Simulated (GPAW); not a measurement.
# C2 in line between two Ag chains: relaxation, then transmission at several levels

How well does C2 in line between two Ag chains conduct once its atoms have relaxed, and how much do cheaper levels lose?

Calculated with GPAW 26.7.0; GPAW LCAO, PAW setups; relaxation of the junction within the symmetry of its start, lead ends held, in the first sound run; inputs show where later runs differ.

## (1) Set-up

The cell holds 16 atoms: 14 Ag and 2 C. Its edges and angles: a = 9.000 Å, b = 9.000 Å, c = 39.648 Å, α = 90.0°, β = 90.0°, γ = 90.0°. Regions: left lead, 7 atoms (7 Ag); channel, 2 atoms (2 C); right lead, 7 atoms (7 Ag). Vacuum lies along a and b. The structure is stacked along c, and the current runs across the ab planes.

## (2) Relaxing the atoms

Transmission follows bond lengths closely, so the atoms between the held lead ends are relaxed first, within whatever symmetry the start has.

run.py reads:

```python
import json
from ase import Atoms
from ase.constraints import FixAtoms
from ase.optimize import BFGS
from gpaw import GPAW, FermiDirac

device = Atoms(
    ['Ag', 'Ag', 'Ag', 'Ag', 'Ag', 'Ag', 'Ag', 'C', 'C', 'Ag', 'Ag', 'Ag', 'Ag', 'Ag', 'Ag', 'Ag'],
    positions=[
        [4.50000, 4.50000, 1.33000],
        [4.50000, 4.50000, 3.99000],
        [4.50000, 4.50000, 6.65000],
        [4.50000, 4.50000, 9.31000],
        [4.50000, 4.50000, 11.97000],
        [4.50000, 4.50000, 14.63000],
        [4.50000, 4.50000, 17.29000],
        [4.50000, 4.50000, 19.20420],
        [4.50000, 4.50000, 20.44420],
        [4.50000, 4.50000, 22.35840],
        [4.50000, 4.50000, 25.01840],
        [4.50000, 4.50000, 27.67840],
        [4.50000, 4.50000, 30.33840],
        [4.50000, 4.50000, 32.99840],
        [4.50000, 4.50000, 35.65840],
        [4.50000, 4.50000, 38.31840]],
    cell=[[9.0, 0.0, 0.0], [0.0, 9.0, 0.0], [0.0, 0.0, 39.6484]],
    pbc=True)

device.set_constraint(FixAtoms([0, 1, 2, 3, 4, 5, 10, 11, 12, 13, 14, 15]))
device.calc = GPAW(mode='lcao', basis='dzp', xc='PBE', h=0.18,
                   kpts={'size': (1, 1, 2), 'gamma': True},
                   symmetry={'tolerance': 1e-3, 'extra_ids': [1, 1, 1, 1, 1, 1, 0, 0, 0, 0, 1, 1, 1, 1, 1, 1]},
                   occupations=FermiDirac(0.1), maxiter=250,
                   mixer=dict(beta=0.1, nmaxold=8, weight=100.0),
                   convergence=dict(density=0.0001), txt='relax.txt')
path = []
opt = BFGS(device, maxstep=0.15)
opt.attach(lambda: path.append((device.get_potential_energy(), device.positions.tolist(), device.get_forces().tolist())))
relaxed = bool(opt.run(fmax=0.05, steps=50))
json.dump(dict(relaxed=relaxed, path=path, positions=device.positions.tolist(), moments=device.get_magnetic_moments().tolist(),
               forces=device.get_forces(apply_constraint=False).tolist()), open('result.json', 'w'))
```

Command:

```
> OMP_NUM_THREADS=1 OPENBLAS_NUM_THREADS=1 python run.py
```

What it wrote:

```text
Step          Energy          fmax
BFGS:    0      -25.795857        1.219646
BFGS:    1      -25.831629        1.399470
BFGS:    2      -25.889470        0.489656
BFGS:    3      -25.898796        0.040377
```

The job ended after 5.6 min (1 thread of Arm Neoverse V1, shared host; peak memory 1.9 GiB).

Relaxation path:

```csv
step,energy less that of the first step (eV),largest force (eV/Å)
1,0.0000,1.2196
2,-0.0311,1.3995
3,-0.0880,0.4897
4,-0.0968,0.0404
```

The atoms that moved most (Å):

```csv
atom,dx,dy,dz,length
Ag7,0.000,0.000,-0.073,0.073
Ag10,0.000,0.000,0.073,0.073
C8,0.000,0.000,-0.013,0.013
C9,0.000,0.000,0.013,0.013
```

The relaxation lowered the energy of the cell by 0.0968 eV (energies extrapolated to zero smearing; the optimiser's log prints free energies). The largest force left on a free atom is 0.040 eV/Å.

## (3) GPAW, dzp

The script solves lead and junction separately, takes H and S in the orbital basis, and joins semi-infinite leads through their self-energies; the dzp basis is the working standard.

This step: GPAW LCAO, PAW setups; Landauer transmission from Green's functions with principal layers (ASE), zero bias (GPAW 26.7.0).

run.py reads:

```python
import json
import numpy as np
from ase import Atoms
from ase.transport.calculators import TransportCalculator
from gpaw import GPAW, FermiDirac
from gpaw.lcao.tools import get_lcao_hamiltonian
from scipy.linalg import eigh

# The junction with lead layers at both ends, along the third cell vector
device = Atoms(
    ['Ag', 'Ag', 'Ag', 'Ag', 'Ag', 'Ag', 'Ag', 'C', 'C', 'Ag', 'Ag', 'Ag', 'Ag', 'Ag', 'Ag', 'Ag'],
    positions=[
        [4.50000, 4.50000, 1.33000],
        [4.50000, 4.50000, 3.99000],
        [4.50000, 4.50000, 6.65000],
        [4.50000, 4.50000, 9.31000],
        [4.50000, 4.50000, 11.97000],
        [4.50000, 4.50000, 14.63000],
        [4.50000, 4.50000, 17.21714],
        [4.50000, 4.50000, 19.19100],
        [4.50000, 4.50000, 20.45740],
        [4.50000, 4.50000, 22.43126],
        [4.50000, 4.50000, 25.01840],
        [4.50000, 4.50000, 27.67840],
        [4.50000, 4.50000, 30.33840],
        [4.50000, 4.50000, 32.99840],
        [4.50000, 4.50000, 35.65840],
        [4.50000, 4.50000, 38.31840]],
    cell=[[9.0, 0.0, 0.0], [0.0, 9.0, 0.0], [0.0, 0.0, 39.6484]],
    pbc=True)

# One principal layer of the lead: the first 4 atoms of the device
lead = Atoms(
    ['Ag', 'Ag', 'Ag', 'Ag'],
    positions=[
        [4.50000, 4.50000, 1.33000],
        [4.50000, 4.50000, 3.99000],
        [4.50000, 4.50000, 6.65000],
        [4.50000, 4.50000, 9.31000]],
    cell=[[9.0, 0.0, 0.0], [0.0, 9.0, 0.0], [0.0, 0.0, 10.64]],
    pbc=True)

settings = dict(mode='lcao', basis='dzp', xc='PBE', h=0.2,
                occupations=FermiDirac(0.1), maxiter=250,
                mixer=dict(beta=0.1, nmaxold=8, weight=100.0),
                convergence=dict(density=0.0001))
energies = np.arange(-2, 2 + 1e-9, 0.025)
eta = 0.0001
n1, n2 = 1, 1
# k and -k transmit alike, so half of the mesh across the current serves
mesh = [(i, j) for i in range(n1) for j in range(n2) if (i, j) <= (-i % n1, -j % n2)]
weights = np.array([1 if (i, j) == (-i % n1, -j % n2) else 2 for i, j in mesh]) / (n1 * n2)

# [... helper functions left out ...]
fermi_lead = ground_state(lead, (1, 1, 11), 'lead.txt')
fermi_device = ground_state(device, (1, 1, 2), 'device.txt')
# [... loop over the mesh left out, but for ...]
        # Shift the lead onto the potential of the device's first layer
        shift = ((H[:, 0, 0] - H0[:, 0, 0]) / S0[0, 0]).real.mean()
# [...]
kT = 8.617333e-5 * 300
bias = [0.1, 0.2, 0.5, 1.0, 1.5, 2.0]
# [... integrals and printing left out ...]
```

What it wrote:

```text
basis functions: device 404, principal layer 108
Fermi level: lead -3.7843 eV, device -4.0362 eV; lead shifted by 0.0003 eV
largest coupling past the next layer 3.56e-05 eV, largest misfit of the first layer 0.088 eV
  E-E_F (eV)   T (one spin)  channels
    -2.000    3.8351e-01    3.0000
    -1.975    3.4255e-01    3.0000
    -1.950    3.0230e-01    3.0000
    -1.925    2.6351e-01    3.0000
    -1.900    2.2683e-01    3.0000
    -1.875    1.9261e-01    3.0000
    -1.850    1.6065e-01    3.0000
    -1.825    1.2979e-01    3.0000
    -1.800    9.6671e-02    3.0000
    -1.775    5.5660e-02    1.0000
    -1.750    5.0054e-02    1.0000
    -1.725    4.4213e-02    1.0000
    -1.700    3.8028e-02    1.0000
    -1.675    3.1270e-02    1.0000
    -1.650    2.3470e-02    1.0000
    -1.625    1.3676e-02    1.0000
[...]
1.825    3.7428e-02    1.0000
     1.850    3.7178e-02    1.0000
     1.875    3.6934e-02    1.0000
     1.900    3.6695e-02    1.0000
     1.925    3.6461e-02    1.0000
     1.950    3.6232e-02    1.0000
     1.975    3.6006e-02    1.0000
     2.000    3.5784e-02    1.0000
conductance at 300 K: 0.21177 G0 a cell; thermopower 16.82 uV/K
current from the zero-bias T(E) at 0.1 V: 1.6441 uA
current from the zero-bias T(E) at 0.2 V: 3.3089 uA
current from the zero-bias T(E) at 0.5 V: 8.7068 uA
current from the zero-bias T(E) at 1.0 V: 23.004 uA
current from the zero-bias T(E) at 1.5 V: 35.246 uA
current from the zero-bias T(E) at 2.0 V: 37.794 uA
```

Wall time 2.1 min (1 thread); peak memory 1.5 GiB.

This step gave:

- conductance: 0.2118 G₀
- thermopower: 16.82 μV/K
- largest coupling past the next principal layer: 3.56e-5 eV
- largest misfit of the first principal layer: 0.08841 eV
- shift that aligns the lead: 2.73e-4 eV
- basis functions of the junction: 404
- basis functions of a principal layer: 108
- transmission at the Fermi level (one spin): 0.2107
- open channels of the lead at the Fermi level (one spin): 1

One spin. Transmission, zone mean against energy, zero at the Fermi level:

energy (eV), transmission, zone mean and a bar:
```
   -2.000      0.384 ############
   -1.900      0.227 #######
   -1.800      0.097 ###
   -1.700      0.038 #
   -1.600      0.000 
   -1.500      0.000 
   -1.400      0.000 
   -1.300      0.000 
   -1.200      0.000 
   -1.100      0.000 
   -1.000      0.010 
   -0.900      0.047 #
   -0.800      0.115 ###
   -0.700      0.273 ########
   -0.600      0.663 ####################
   -0.500      0.991 ##############################
   -0.400      0.684 #####################
   -0.300      0.450 ##############
   -0.200      0.334 ##########
   -0.100      0.264 ########
    0.000      0.211 ######
    0.100      0.167 #####
    0.200      0.133 ####
    0.300      0.108 ###
    0.400      0.091 ###
    0.500      0.078 ##
    0.600      0.069 ##
    0.700      0.063 ##
    0.800      0.058 ##
    0.900      0.054 ##
    1.000      0.051 ##
    1.100      0.049 #
    1.200      0.047 #
    1.300      0.045 #
    1.400      0.043 #
    1.500      0.041 #
    1.600      0.040 #
    1.700      0.039 #
    1.800      0.038 #
    1.900      0.037 #
    2.000      0.036 #
```

Crossings of the lead's bands, unfolded to its shortest repeat. The open channels, zone mean by energy, zero at the Fermi level:

```csv
energy (eV),"open channels, zone mean"
-2.000,3
-1.900,3
-1.800,3
-1.700,1
-1.600,0
-1.500,0
-1.400,0
-1.300,0
-1.200,0
-1.100,0
-1.000,1
-0.900,1
-0.800,1
-0.700,1
-0.600,1
-0.500,1
-0.400,1
-0.300,1
-0.200,1
-0.100,1
0.000,1
0.100,1
0.200,1
0.300,1
0.400,1
0.500,1
0.600,1
0.700,1
0.800,1
0.900,1
1.000,1
1.100,1
1.200,1
1.300,1
1.400,1
1.500,1
1.600,1
1.700,1
1.800,1
1.900,1
2.000,1
```

Not self-consistent under bias; the bias window is split evenly. Current through one cell, from the zero-bias transmission against bias:

```csv
bias (V),"current through one cell, from the zero-bias transmission (μA)"
0.100,1.64
0.200,3.31
0.500,8.71
1.000,23.0
1.500,35.2
2.000,37.8
```

Table of transmission of the three most open eigenchannels by energy, zero at the Fermi level:

```csv
energy (eV),channel 1,channel 2,channel 3
-2.000,0.143,0.143,0.0982
-1.900,0.0809,0.0729,0.0729
-1.800,0.0611,0.0178,0.0178
-1.700,0.0380,1.7e-9,0
-1.600,6.3e-6,1.8e-9,0
-1.500,1.8e-9,0,0
-1.400,1.8e-9,0,0
-1.300,1.9e-9,0,0
-1.200,2.3e-9,0,0
-1.100,1.5e-10,8.1e-11,3.4e-11
-1.000,0.00972,1.4e-10,2.4e-11
-0.900,0.0466,1.3e-9,0
-0.800,0.115,1.5e-9,0
-0.700,0.273,1.6e-9,0
-0.600,0.663,1.6e-9,0
-0.500,0.991,1.7e-9,0
-0.400,0.684,1.7e-9,0
-0.300,0.450,1.7e-9,0
-0.200,0.334,1.7e-9,0
-0.100,0.264,1.8e-9,0
0.000,0.211,1.8e-9,0
0.100,0.167,1.8e-9,0
0.200,0.133,1.8e-9,0
0.300,0.108,1.8e-9,0
0.400,0.0906,1.8e-9,0
0.500,0.0781,1.8e-9,0
0.600,0.0693,1.8e-9,0
0.700,0.0629,1.9e-9,0
0.800,0.0582,1.9e-9,0
0.900,0.0544,1.9e-9,0
1.000,0.0514,1.9e-9,0
1.100,0.0489,1.9e-9,0
1.200,0.0467,1.9e-9,0
1.300,0.0447,1.9e-9,0
1.400,0.0429,1.9e-9,0
1.500,0.0414,1.9e-9,0
1.600,0.0400,1.9e-9,0
1.700,0.0388,1.9e-9,0
1.800,0.0377,1.9e-9,0
1.900,0.0367,1.9e-9,0
2.000,0.0358,1.9e-9,0
```

Couplings past the next layer reach 3.6e-5 eV, small enough to drop; the matrix elements of the cell's first layer differ from the bulk lead's by up to 0.088 eV. That layer keeps its own values in the calculation, and only beyond it is the lead taken as perfect. The Fermi levels of lead and junction count from different zeros of potential, one for each periodic cell; with both set to zero, the small remaining shift is what aligns them. By hand: G = 0.2118 × 77.48 μS = 16.4 μS, a resistance of 60.9 kΩ; at 0.1 V a linear junction would pass 1.64 μA, and the integral over the bias window gives 1.64 μA. Mott's formula, S = -(π²/3)(k_B²T/e) d ln T/dE, has the prefactor 7.33 μV/K·eV at 300 K; T = 0.2230 at -0.025 eV and 0.1989 at 0.025 eV give a slope of -2.29 per eV and S = 16.8 μV/K, beside 16.8 μV/K from the thermal integral, which interpolates the same grid.

## (4) Single-zeta polarised basis

One radial function a shell plus polarisation makes the matrices smaller; the question is what that costs.

Changes to run.py since step 3:

```diff
@@ -42,3 +42,3 @@
 
-settings = dict(mode='lcao', basis='dzp', xc='PBE', h=0.2,
+settings = dict(mode='lcao', basis='szp(dzp)', xc='PBE', h=0.2,
                 occupations=FermiDirac(0.1), maxiter=250,
```

What it wrote:

```text
basis functions: device 228, principal layer 60
Fermi level: lead -3.7331 eV, device -4.0474 eV; lead shifted by -0.0007 eV
largest coupling past the next layer 3.56e-05 eV, largest misfit of the first layer 0.100 eV
  E-E_F (eV)   T (one spin)  channels
    -2.000    2.9100e-01    3.0000
    -1.975    2.6415e-01    3.0000
    -1.950    2.3731e-01    3.0000
    -1.925    2.1110e-01    3.0000
    -1.900    1.8620e-01    3.0000
    -1.875    1.6323e-01    3.0000
    -1.850    1.4249e-01    3.0000
    -1.825    1.2396e-01    3.0000
    -1.800    1.0699e-01    3.0000
    -1.775    8.9296e-02    3.0000
    -1.750    5.8777e-02    1.0000
    -1.725    5.2885e-02    1.0000
    -1.700    4.7078e-02    1.0000
    -1.675    4.1288e-02    1.0000
    -1.650    3.5197e-02    1.0000
    -1.625    2.7795e-02    1.0000
[...]
1.825    4.0379e-02    1.0000
     1.850    4.0244e-02    1.0000
     1.875    4.0114e-02    1.0000
     1.900    3.9989e-02    1.0000
     1.925    3.9868e-02    1.0000
     1.950    3.9751e-02    1.0000
     1.975    3.9637e-02    1.0000
     2.000    3.9525e-02    1.0000
conductance at 300 K: 0.18457 G0 a cell; thermopower 15.99 uV/K
current from the zero-bias T(E) at 0.1 V: 1.4324 uA
current from the zero-bias T(E) at 0.2 V: 2.8794 uA
current from the zero-bias T(E) at 0.5 V: 7.5174 uA
current from the zero-bias T(E) at 1.0 V: 20.049 uA
current from the zero-bias T(E) at 1.5 V: 32.4 uA
current from the zero-bias T(E) at 2.0 V: 34.614 uA
```

Elapsed: 69 s, on 1 thread; peak memory 1.4 GiB.

Numbers from this step:

```yaml
conductance: 0.1846 G₀
thermopower: 15.99 μV/K
largest_misfit_of_the_first_principal_layer: 0.09983 eV
shift_that_aligns_the_lead: -7.41e-4 eV
basis_functions_of_the_junction: 228
basis_functions_of_a_principal_layer: 60
transmission_at_the_fermi_level_one_spin: 0.1838
```

One spin. Transmission, zone mean against energy, zero at the Fermi level:

energy (eV), transmission, zone mean and a bar:
```
   -2.000      0.291 #########
   -1.900      0.186 ######
   -1.800      0.107 ###
   -1.700      0.047 #
   -1.600      0.016 
   -1.500      0.000 
   -1.400      0.000 
   -1.300      0.000 
   -1.200      0.000 
   -1.100      0.000 
   -1.000      0.006 
   -0.900      0.032 #
   -0.800      0.094 ###
   -0.700      0.264 ########
   -0.600      0.719 ######################
   -0.525      0.995 ##############################
   -0.500      0.949 #############################
   -0.400      0.575 #################
   -0.300      0.374 ###########
   -0.200      0.283 #########
   -0.100      0.228 #######
    0.000      0.184 ######
    0.100      0.147 ####
    0.200      0.118 ####
    0.300      0.097 ###
    0.400      0.081 ##
    0.500      0.071 ##
    0.600      0.064 ##
    0.700      0.058 ##
    0.800      0.055 ##
    0.900      0.052 ##
    1.000      0.050 #
    1.100      0.048 #
    1.200      0.046 #
    1.300      0.045 #
    1.400      0.044 #
    1.500      0.043 #
    1.600      0.042 #
    1.700      0.041 #
    1.800      0.041 #
    1.900      0.040 #
    2.000      0.040 #
```

Crossings of the lead's bands, unfolded to its shortest repeat. The open channels, zone mean by energy, zero at the Fermi level:

```csv
energy (eV),"open channels, zone mean"
-2.000,3
-1.900,3
-1.800,3
-1.700,1
-1.600,1
-1.500,0
-1.400,0
-1.300,0
-1.200,0
-1.100,0
-1.000,1
-0.900,1
-0.800,1
-0.700,1
-0.600,1
-0.500,1
-0.400,1
-0.300,1
-0.200,1
-0.100,1
0.000,1
0.100,1
0.200,1
0.300,1
0.400,1
0.500,1
0.600,1
0.700,1
0.800,1
0.900,1
1.000,1
1.100,1
1.200,1
1.300,1
1.400,1
1.500,1
1.600,1
1.700,1
1.800,1
1.900,1
2.000,1
```

Not self-consistent under bias; the bias window is split evenly. The current through one cell, from the zero-bias transmission by bias:

```csv
bias (V),"current through one cell, from the zero-bias transmission (μA)"
0.100,1.43
0.200,2.88
0.500,7.52
1.000,20.0
1.500,32.4
2.000,34.6
```

Table of transmission of the three most open eigenchannels by energy, zero at the Fermi level:

```csv
energy (eV),channel 1,channel 2,channel 3
-2.000,0.110,0.0906,0.0906
-1.900,0.0922,0.0470,0.0470
-1.800,0.0706,0.0182,0.0182
-1.700,0.0471,6.0e-10,5.6e-12
-1.600,0.0157,6.0e-10,0
-1.500,6.1e-10,2.5e-12,0
-1.400,6.3e-10,0,0
-1.300,6.7e-10,0,0
-1.200,4.3e-10,0,0
-1.100,2.6e-10,1.4e-11,0
-1.000,0.00576,4.1e-10,0
-0.900,0.0318,5.9e-10,0
-0.800,0.0937,6.3e-10,0
-0.700,0.264,6.5e-10,0
-0.600,0.719,6.7e-10,0
-0.500,0.949,6.8e-10,0
-0.400,0.575,6.9e-10,0
-0.300,0.374,7.0e-10,0
-0.200,0.283,7.0e-10,0
-0.100,0.228,7.1e-10,0
0.000,0.184,7.1e-10,0
0.100,0.147,7.1e-10,0
0.200,0.118,7.2e-10,0
0.300,0.0967,7.2e-10,0
0.400,0.0814,7.2e-10,0
0.500,0.0709,7.1e-10,0
0.600,0.0636,7.1e-10,0
0.700,0.0584,7.1e-10,0
0.800,0.0547,7.0e-10,0
0.900,0.0519,7.0e-10,0
1.000,0.0497,6.9e-10,0
1.100,0.0479,6.8e-10,0
1.200,0.0464,6.8e-10,0
1.300,0.0450,6.7e-10,0
1.400,0.0438,6.6e-10,0
1.500,0.0428,6.5e-10,0
1.600,0.0419,6.5e-10,0
1.700,0.0411,6.4e-10,0
1.800,0.0405,6.3e-10,0
1.900,0.0400,6.2e-10,0
2.000,0.0395,6.2e-10,0
```

The conductance, 0.185 G₀, lies 13 % below that of the dzp run.

## (5) Minimal basis

The minimal basis is the cheapest rung: no second zeta and no polarisation.

Changes to run.py since step 4:

```diff
@@ -42,3 +42,3 @@
 
-settings = dict(mode='lcao', basis='szp(dzp)', xc='PBE', h=0.2,
+settings = dict(mode='lcao', basis='sz(dzp)', xc='PBE', h=0.2,
                 occupations=FermiDirac(0.1), maxiter=250,
```

What it wrote:

```text
basis functions: device 176, principal layer 48
Fermi level: lead -3.7330 eV, device -4.0772 eV; lead shifted by -0.0063 eV
largest coupling past the next layer 3.59e-05 eV, largest misfit of the first layer 0.054 eV
  E-E_F (eV)   T (one spin)  channels
    -2.000    6.4296e-01    3.0000
    -1.975    6.0701e-01    3.0000
    -1.950    5.6874e-01    3.0000
[...]
1.975    5.1888e-02    1.0000
     2.000    5.1797e-02    1.0000
conductance at 300 K: 0.24401 G0 a cell; thermopower 22.07 uV/K
current from the zero-bias T(E) at 0.1 V: 1.9002 uA
current from the zero-bias T(E) at 0.2 V: 3.8601 uA
current from the zero-bias T(E) at 0.5 V: 10.907 uA
current from the zero-bias T(E) at 1.0 V: 27.637 uA
current from the zero-bias T(E) at 1.5 V: 32.764 uA
current from the zero-bias T(E) at 2.0 V: 34.717 uA
```

Wall time 53 s (1 thread); peak memory 1.4 GiB.

This step gave:

| Property | Result |
| --- | --- |
| conductance | 0.2440 G₀ |
| thermopower | 22.07 μV/K |
| largest coupling past the next principal layer | 3.59e-5 eV |
| largest misfit of the first principal layer | 0.05405 eV |
| shift that aligns the lead | -0.006318 eV |
| basis functions of the junction | 176 |
| basis functions of a principal layer | 48 |
| transmission at the Fermi level (one spin) | 0.2408 |

One spin. The transmission, zone mean by energy, zero at the Fermi level:

```csv
energy (eV),"transmission, zone mean"
-2.000,0.643
-1.800,0.324
-1.600,0.101
-1.400,8.8e-9
-1.200,0
-1.050,0.855
-1.000,0.0190
-0.800,0.0433
-0.600,0.167
-0.400,0.977
-0.375,0.993
-0.200,0.477
0.000,0.241
0.200,0.141
0.400,0.0952
0.600,0.0744
0.800,0.0649
1.000,0.0603
1.200,0.0575
1.400,0.0554
1.600,0.0538
1.800,0.0553
2.000,0.0518
```

The conductance, 0.244 G₀, lies 15 % above that of the dzp run.

(Continued in part 2 of 2.)

[Logs are printed without paths, hosts, clocks, repeated set-up lines and the standing remarks that a program may print on its own settings, such as how far it seeks lower states.]

[Hosts, paths, dates, database ids (printed as entryN), source tags and the programs' standing remarks are cut or masked in the printed files.]
